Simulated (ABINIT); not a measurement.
# MgO (Periclase): changed settings of a GW run in ABINIT

Aim: change inputs of a GW run on MgO (Periclase) and see what moves.

Main program and level: ABINIT 10.8.3; PBE and many-body steps on it, plane waves.

The database entry behind the starting cell differs from later determinations by our own check (about 0.1 % long), so it need not match the best structure at ambient conditions.

## (1) The structure

The structure is cubic, space group Fm-3m (No. 225). The conventional cell has a = 4.217 Å, b = 4.217 Å, c = 4.217 Å, α = 90.00°, β = 90.00°, γ = 90.00°. Nearest to Mg lie 6 O at 2.11 Å. Nearest to O lie 6 Mg at 2.11 Å. Farther neighbours and most contacts between anions are not listed.

The cell and positions come from the Crystallography Open Database and are kept as given unless a step says otherwise.

## (2) Screening, 6×6×6 mesh, 166 bands, screening to 304.8 eV

This step: ABINIT 10.8.3; RPA screening on PBE, plane waves, norm-conserving pseudopotentials.

The RPA dielectric matrix is built and inverted for each q.

Contents of run.abi:

```
acell 3*1.0 Angstrom
rprim 
  -0.000000000000 2.108500000000 2.108500000000
  2.108500000000 0.000000000000 2.108500000000
  2.108500000000 2.108500000000 0.000000000000
ntypat 2
znucl 12 8
natom 2
typat 1 2
xred 
  0.000000000000 0.000000000000 0.000000000000
  0.500000000000 0.500000000000 0.500000000000
pp_dirpath "pseudos"
pseudos "Mg.upf, O.upf"
ecut 38
ngkpt 6 6 6
nshiftk 1
shiftk 0 0 0
kptopt 1
chksymbreak 0
istwfk *1
occopt 1
irdwfk 1
optdriver 3
nband 166
ecuteps 11.2
inclvkb 2
awtr 1
symchi 1
indata_prefix "in"
outdata_prefix "out"
tmpdata_prefix "tmp"
```

Launch:

```
> OMP_NUM_THREADS=1 mpirun -n 4 abinit run.abi > log
```

The program printed:

```text
.Version 10.8.3 of ABINIT. v10.8.2 released Aug 2026.

 Symmetries : space group Fm -3 m (#225); Bravais cF (face-center cubic)
[... echo of the input left out ...]
== DATASET  1 ==================================================================
-   mpi_nproc: 4, omp_nthreads: 1 (-1 if OMP is not activated)

--- !DatasetInfo
iteration_state: {dtset: 1, }
dimensions: {natom: 2, nkpt: 16, mband: 166, nsppol: 1, nspinor: 1, nspden: 1, mpw: 1430, }
cutoff_energies: {ecut:  38.0, pawecutdg:  -1.0, }
electrons: {nelect:   1.60000000E+01, charge:   0.00000000E+00, occopt:   1.00000000E+00, tsmear:   1.00000000E-02, }

 SCREENING: Calculation of the susceptibility and dielectric matrices

 Based on a program developped by R.W. Godby, V. Olevano, G. Onida, and L. Reining.
 Incorporated in ABINIT by V. Olevano, G.-M. Rignanese, and M. Torrent.
.Using double precision arithmetic ; gwpc =  8

[... cell and pseudopotentials left out ...]
--------------------------------------------------------------------------------

 ==== K-mesh for the wavefunctions ====
 Number of points in the irreducible wedge :    16
[... list of points left out ...]
 Together with 48 symmetry operations and time-reversal symmetry
 yields   216 points in the full Brillouin Zone.

 ==== Q-mesh for the screening function ====
 Number of points in the irreducible wedge :    16
[... list of points left out ...]
 Together with 48 symmetry operations and time-reversal symmetry
 yields   216 points in the full Brillouin Zone.

 setmesh: FFT mesh size selected  =    24x   24x   24
          total number of points  =        13824

 vcoul_init : cutoff-mode = AUXILIARY_FUNCTION
 q-points for optical limit:   1
     1)      0.000010    0.000020    0.000030

- screening: taking advantage of time-reversal symmetry
- Maximum band index for partially occupied states nbvw = 8
- Remaining bands to be divided among processors   nbcw = 158
- Number of bands treated by each node ~39

 Number of electrons calculated from density =   16.0000; Expected =   16.0000
 average of density, n =  0.126466
 r_s =    1.2359
 omega_plasma =   34.3038 [eV]

 calculating chi0 at frequencies [eV] :
  1    0.000000E+00    0.000000E+00
  2    0.000000E+00    3.430377E+01

--------------------------------------------------------------------------------
  q-point number  1        q = ( 0.000000, 0.000000, 0.000000) [r.l.u.]
--------------------------------------------------------------------------------
[... chi0 elements left out ...]
 For q-point:  0.000010 0.000020 0.000030
  dielectric constant =   3.0343
  dielectric constant without local fields =   3.2587

  Average fulfillment of the sum rule on Im[epsilon] for q-point    1 :     86.09  [%]
[... wings left out ...]
  q-point number  2        q = ( 0.166667, 0.000000, 0.000000) [r.l.u.]
--------------------------------------------------------------------------------
[... chi0 elements left out ...]
  Average fulfillment of the sum rule on Im[epsilon] for q-point    2 :     97.27  [%]

 [... 14 further q-points ...]
```

It took 2.2 min on 4 MPI ranks of Arm Neoverse V2, shared host; peak memory 1.1 GiB; 8.6 min of CPU time.

This step gave:

- ε∞ with local fields, on this mesh, along the program's q direction: 3.034
- the same without local fields: 3.259
- plasma frequency: 34.30 eV
- plane waves in the screening matrix: 259

Local fields lower ε∞ by 7 %.

## (3) Base

The self-energy is evaluated for the states that the input lists, and the levels follow from it, in one-shot runs by the linearised quasiparticle equation.

This step: G0W0 on PBE, plane waves, norm-conserving pseudopotentials.

run.abi, as its differences from that of step 2:

```diff
@@ -23,8 +23,15 @@
 irdwfk 1
-optdriver 3
+optdriver 4
 nband 166
+gwcalctyp 0
+ecutsigx 38
+symsigma 1
+nkptgw 1
+kptgw 
+  0.0000000000 0.0000000000 0.0000000000
+bdgw 
+  6 12
 ecuteps 11.2
-inclvkb 2
-awtr 1
-symchi 1
+irdscr 1
+ppmodel 1
 indata_prefix "in"
```

The program printed:

```text
.Version 10.8.3 of ABINIT. v10.8.2 released Aug 2026.

 Symmetries : space group Fm -3 m (#225); Bravais cF (face-center cubic)
[... echo of the input left out ...]
== DATASET  1 ==================================================================
-   mpi_nproc: 4, omp_nthreads: 1 (-1 if OMP is not activated)

--- !DatasetInfo
iteration_state: {dtset: 1, }
dimensions: {natom: 2, nkpt: 16, mband: 166, nsppol: 1, nspinor: 1, nspden: 1, mpw: 1430, }
cutoff_energies: {ecut:  38.0, pawecutdg:  -1.0, }
electrons: {nelect:   1.60000000E+01, charge:   0.00000000E+00, occopt:   1.00000000E+00, tsmear:   1.00000000E-02, }

 SIGMA: Calculation of the GW corrections

 Based on a program developped by R.W. Godby, V. Olevano, G. Onida, and L. Reining.
 Incorporated in ABINIT by V. Olevano, G.-M. Rignanese, and M. Torrent.
.Using double precision arithmetic ; gwpc =  8

[... cell and pseudopotentials left out ...]
--------------------------------------------------------------------------------

 ==== K-mesh for the wavefunctions ====
 Number of points in the irreducible wedge :    16
[... list of points left out ...]
 Together with 48 symmetry operations and time-reversal symmetry
 yields   216 points in the full Brillouin Zone.

 ==== Q-mesh for screening function ====
 Number of points in the irreducible wedge :    16
[... list of points left out ...]
 Together with 48 symmetry operations and time-reversal symmetry
 yields   216 points in the full Brillouin Zone.

 vcoul_init : cutoff-mode = AUXILIARY_FUNCTION
 q-points for optical limit:   1
     1)      0.000010    0.000020    0.000030
 setmesh: FFT mesh size selected  =    32x   32x   32
          total number of points  =        32768

 Number of electrons calculated from density =   16.0000; Expected =   16.0000
 average of density, n =  0.126466
 r_s =    1.2359
 omega_plasma =   34.3038 [eV]

 === KS Band Gaps ===
  >>>> For spin  1
   Minimum direct gap =   4.7331 [eV], located at k-point      :   0.0000  0.0000  0.0000
   Fundamental gap    =   4.7331 [eV], Top of valence bands at :   0.0000  0.0000  0.0000
                                       Bottom of conduction at :   0.0000  0.0000  0.0000
 SIGMA fundamental parameters:
 PLASMON POLE MODEL  1
 number of plane-waves for SigmaX                 1411
 number of plane-waves for SigmaC and W            259
 number of plane-waves for wavefunctions          1411
 number of bands                                   166
 number of independent spin polarizations            1
 number of spinorial components                      1
 number of k-points in IBZ                          16
 number of q-points in IBZ                          16
 number of symmetry operations                      48
 number of k-points in BZ                          216
 number of q-points in BZ                          216
 number of frequencies for dSigma/dE                 9
 frequency step for dSigma/dE [eV]                0.25
 number of omega for Sigma on real axis              0
 max omega for Sigma on real axis  [eV]           0.00
 zcut for avoiding poles [eV]                     0.10

 EPSILON^-1 parameters (SCR file):
 dimension of the eps^-1 matrix on file            259
 dimension of the eps^-1 matrix used               259
 number of plane-waves for wavefunctions          1411
 number of bands                                   166
 number of q-points in IBZ                          16
 number of frequencies                               2
 number of real frequencies                          1
 number of imag frequencies                          1

 matrix elements of self-energy operator (all in [eV])

 Perturbative Calculation

--- !SelfEnergy_ee
iteration_state: {dtset: 1, }
kpoint     : [   0.000,    0.000,    0.000, ]
spin       : 1
KS_gap     :    4.733
QP_gap     :    7.073
Delta_QP_KS:    2.340
data: !SigmaeeData |
     Band     E0 <VxcDFT>   SigX SigC(E0)      Z dSigC/dE  Sig(E)    E-E0       E
        6   4.693 -20.107 -25.567   3.571   0.805  -0.242 -21.628  -1.521   3.172
        7   4.693 -20.107 -25.567   3.571   0.805  -0.242 -21.628  -1.521   3.172
        8   4.693 -20.107 -25.567   3.571   0.805  -0.242 -21.628  -1.521   3.172
        9   9.426 -13.453  -8.885  -3.608   0.854  -0.172 -12.633   0.820  10.246
       10  20.632  -9.568  -3.679  -4.671   0.862  -0.160  -8.518   1.051  21.683
       11  20.632  -9.568  -3.679  -4.671   0.862  -0.160  -8.518   1.051  21.683
       12  20.632  -9.568  -3.679  -4.671   0.862  -0.160  -8.518   1.051  21.683

== END DATASET(S) ==============================================================
================================================================================

 -outvars: echo values of variables after computation  --------
           etotal      0.0000000000E+00
            nband         166
             nkpt          16
          spgroup         225
 [... the other variables as echoed above ...]

 Calculation completed.
```

It took 14 s on 4 MPI ranks; peak memory 1.1 GiB.

This step gave:

```yaml
g0w0_gap_on_the_points_computed: 7.074 eV
starting_gap_on_the_mesh: 4.733 eV
k_of_the_valence_top: 0, 0, 0
k_of_the_conduction_bottom: 0, 0, 0
z_at_the_valence_top: 0.805
z_at_the_conduction_bottom: 0.854
least_direct_g0w0_gap_on_the_computed_points: 7.074 eV
```

The gap on the mesh goes from 4.73 eV to 7.07 eV, a correction of +2.34 eV.

## (4) Coulomb singularity

run.abi, as its differences from that of step 3:

```diff
@@ -36,2 +36,3 @@
 ppmodel 1
+gw_icutcoul 3
 indata_prefix "in"
```

The program printed:

```text
.Version 10.8.3 of ABINIT. v10.8.2 released Aug 2026.

 Symmetries : space group Fm -3 m (#225); Bravais cF (face-center cubic)
[... echo of the input left out ...]
== DATASET  1 ==================================================================
-   mpi_nproc: 4, omp_nthreads: 1 (-1 if OMP is not activated)

--- !DatasetInfo
iteration_state: {dtset: 1, }
dimensions: {natom: 2, nkpt: 16, mband: 166, nsppol: 1, nspinor: 1, nspden: 1, mpw: 1430, }
cutoff_energies: {ecut:  38.0, pawecutdg:  -1.0, }
electrons: {nelect:   1.60000000E+01, charge:   0.00000000E+00, occopt:   1.00000000E+00, tsmear:   1.00000000E-02, }

 SIGMA: Calculation of the GW corrections

 Based on a program developped by R.W. Godby, V. Olevano, G. Onida, and L. Reining.
 Incorporated in ABINIT by V. Olevano, G.-M. Rignanese, and M. Torrent.
.Using double precision arithmetic ; gwpc =  8

[... cell and pseudopotentials left out ...]
--------------------------------------------------------------------------------

 ==== K-mesh for the wavefunctions ====
 Number of points in the irreducible wedge :    16
[... list of points left out ...]
 Together with 48 symmetry operations and time-reversal symmetry
 yields   216 points in the full Brillouin Zone.

 ==== Q-mesh for screening function ====
 Number of points in the irreducible wedge :    16
[... list of points left out ...]
 Together with 48 symmetry operations and time-reversal symmetry
 yields   216 points in the full Brillouin Zone.

 vcoul_init : cutoff-mode = CRYSTAL
 q-points for optical limit:   1
     1)      0.000010    0.000020    0.000030
 setmesh: FFT mesh size selected  =    32x   32x   32
          total number of points  =        32768

 Number of electrons calculated from density =   16.0000; Expected =   16.0000
[...]
number of q-points in BZ                          216
 number of frequencies for dSigma/dE                 9
 frequency step for dSigma/dE [eV]                0.25
 number of omega for Sigma on real axis              0
 max omega for Sigma on real axis  [eV]           0.00
 zcut for avoiding poles [eV]                     0.10

 EPSILON^-1 parameters (SCR file):
 dimension of the eps^-1 matrix on file            259
 dimension of the eps^-1 matrix used               259
 number of plane-waves for wavefunctions          1411
 number of bands                                   166
 number of q-points in IBZ                          16
 number of frequencies                               2
 number of real frequencies                          1
 number of imag frequencies                          1

 matrix elements of self-energy operator (all in [eV])

 Perturbative Calculation

--- !SelfEnergy_ee
iteration_state: {dtset: 1, }
kpoint     : [   0.000,    0.000,    0.000, ]
spin       : 1
KS_gap     :    4.733
QP_gap     :    6.976
Delta_QP_KS:    2.243
data: !SigmaeeData |
     Band     E0 <VxcDFT>   SigX SigC(E0)      Z dSigC/dE  Sig(E)    E-E0       E
        6   4.693 -20.107 -25.135   3.426   0.809  -0.236 -21.402  -1.295   3.398
        7   4.693 -20.107 -25.135   3.426   0.809  -0.236 -21.402  -1.295   3.398
        8   4.693 -20.107 -25.135   3.426   0.809  -0.236 -21.402  -1.295   3.398
        9   9.426 -13.453  -8.885  -3.463   0.858  -0.166 -12.505   0.948  10.374
       10  20.632  -9.568  -3.679  -4.526   0.867  -0.154  -8.387   1.181  21.813
       11  20.632  -9.568  -3.679  -4.526   0.867  -0.154  -8.387   1.181  21.813
       12  20.632  -9.568  -3.679  -4.526   0.867  -0.154  -8.387   1.181  21.813

== END DATASET(S) ==============================================================
================================================================================

 -outvars: echo values of variables after computation  --------
           etotal      0.0000000000E+00
            nband         166
             nkpt          16
          spgroup         225
 [... the other variables as echoed above ...]

 Calculation completed.
```

Elapsed: 14 s, on 4 MPI ranks; peak memory 1.1 GiB; 56 s of CPU time.

This step gave:

| Property | Result |
| --- | --- |
| G0W0 gap on the points computed | 6.976 eV |
| starting gap on the mesh | 4.733 eV |
| k of the valence top | 0, 0, 0 |
| k of the conduction bottom | 0, 0, 0 |
| Z at the valence top | 0.809 |
| Z at the conduction bottom | 0.858 |
| least direct G0W0 gap on the computed points | 6.976 eV |

Against G0W0 in ABINIT (6×6×6 mesh, 166 bands, screening to 304.8 eV, Godby-Needs plasmon pole), the gap moves by −0.098 eV.

## (5) Side by side

Times are wall times on 4 MPI ranks of Arm Neoverse V2, shared host, good to a factor of about two. A run's time includes the screening step that it read.

```
                run   mesh  bands  screening cutoff (eV)  DFT gap (eV)  gap on the mesh (eV)  direct (eV)  ε∞ used     time
               base  6×6×6    166                  304.8         4.733                 7.074        7.074     3.03  2.4 min
Coulomb singularity  6×6×6    166                  304.8         4.733                 6.976        6.976     3.03  2.4 min
```

## (6) Summary of results

```
base                : 7.074 eV
Coulomb singularity : 6.976 eV
known limits        : not at the basis limit
```

In words: Coulomb singularity: −0.098 eV against base (keys changed: gw_icutcoul). Bands and cutoff are finite, so the gap is not at the basis limit. The miss can reach some tenths of an eV and take either sign; the mesh is an error of its own. In the first G0W0 run levels were corrected at 1 k point alone, so a gap called «on the mesh» is the least over those, and an edge elsewhere would be missed.

[Paths, hosts, dates, memory and timing lines, banners, echoed tables and standing remarks are left out of the program output.]

[Logs are printed without paths, hosts, clocks, repeated set-up lines and the standing remarks that a program may print on its own settings, such as how far it seeks lower states.]

[Runs of the session that timed out or met a known fault of the program may be left out.]

[No measured gap is set beside runs whose start may be inverted or whose files or cutoffs have a known fault.]

[Hosts, paths, dates, database ids (printed as entryN), source tags and the programs' standing remarks are cut or masked in the printed files.]

[G0W0 gaps are taken among the corrected bands and points alone; a level outside them can change the order at an edge.]

[Where Ansatz stands beside ABINIT at settings called matched, ABINIT's density can come from a denser mesh and the files from another edition; pairs whose starting gaps differed by over 0.03 eV were left out, so agreement reads better than it is.]
